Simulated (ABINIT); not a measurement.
# Calculated records

**Beyond one shot: BN (P6_3/mmc)**

The structure is hexagonal, space group P6_3/mmc (No. 194). Conventional cell: a = 2.504 Å, b = 2.504 Å, c = 6.661 Å, α = 90.00°, β = 90.00°, γ = 120.00°. Nearest to B lie 3 N at 1.45 Å. Nearest to N lie 3 B at 1.45 Å. Farther neighbours, and contacts between anions beyond the nearest, are not listed.

```
method        : RPA screening on PBE from quasiparticle energies and orbitals, plane waves, norm-conserving pseudopotentials (and 4 further levels or steps)
program       : ABINIT 10.8.3
settings      : cutoff 36 Ha, PseudoDojo scalar-relativistic 0.4.1 standard, norm-conserving, ngkpt (6, 6, 2), nband 66, ecuteps 5 Ha, gwcalctyp 28, inclvkb 2, shiftk (0, 0, 0), symchi 1, awtr 1, frequency ppm, cycle 6, q points all but q = 0, 6×6×2 k-mesh
cost          : 19 runs, 6.3 min in all on 8 MPI ranks of Arm Neoverse V2, shared host
notes         : The program’s warnings: nkpt*nsppol () is not a multiple of nproc spkpt (). The cell and positions come from the Crystallography Open Database and are kept as given unless a step says otherwise. The 6×6×2 mesh is coarse for this cell, which bears on the long-range parts of exchange and screening.
G0W0          : 5.553 eV
QSGW, cycle 1 : 5.822 eV
QSGW, cycle 2 : 6.344 eV
QSGW, cycle 3 : 6.257 eV
QSGW, cycle 4 : 6.324 eV
QSGW, cycle 5 : 6.299 eV
QSGW, cycle 6 : 6.310 eV
known limits  : short of the basis limit; coarse k mesh
```

Only the bands that the input lists are updated; the higher empty ones keep the functional's energies. QSGW ends at 6.31 eV, +0.76 eV from G0W0, after 6 cycles that took 5.7 min beside the first screening; the last moved the gap by 0.011 eV.

[Long decimals in the printed logs are rounded to 6 places.]

[Logs are printed without paths, hosts, clocks, repeated set-up lines and the standing remarks that a program may print on its own settings, such as how far it seeks lower states.]

[Paths, hosts, dates, memory and timing lines, banners, echoed tables and standing remarks are left out of the program output; an Ansatz launch command may be rebuilt from the run's recorded settings. Measured values are a selection of at most five: reports struck by readers or far from the other reports are left out. None is set beside runs whose start may be inverted or whose files or cutoffs have a known fault.]

[Runs of the session that timed out or met a known fault of the program may be left out.]

[Hosts, paths, dates, database ids (printed as entryN), source tags and the programs' standing remarks are cut or masked in the printed files.]

[G0W0 gaps are taken among the corrected bands and points alone; a level outside them can change the order at an edge.]

[Where Ansatz stands beside ABINIT at settings called matched, ABINIT's density can come from a denser mesh and the files from another edition; pairs whose starting gaps differed by over 0.03 eV were left out, so agreement reads better than it is.]
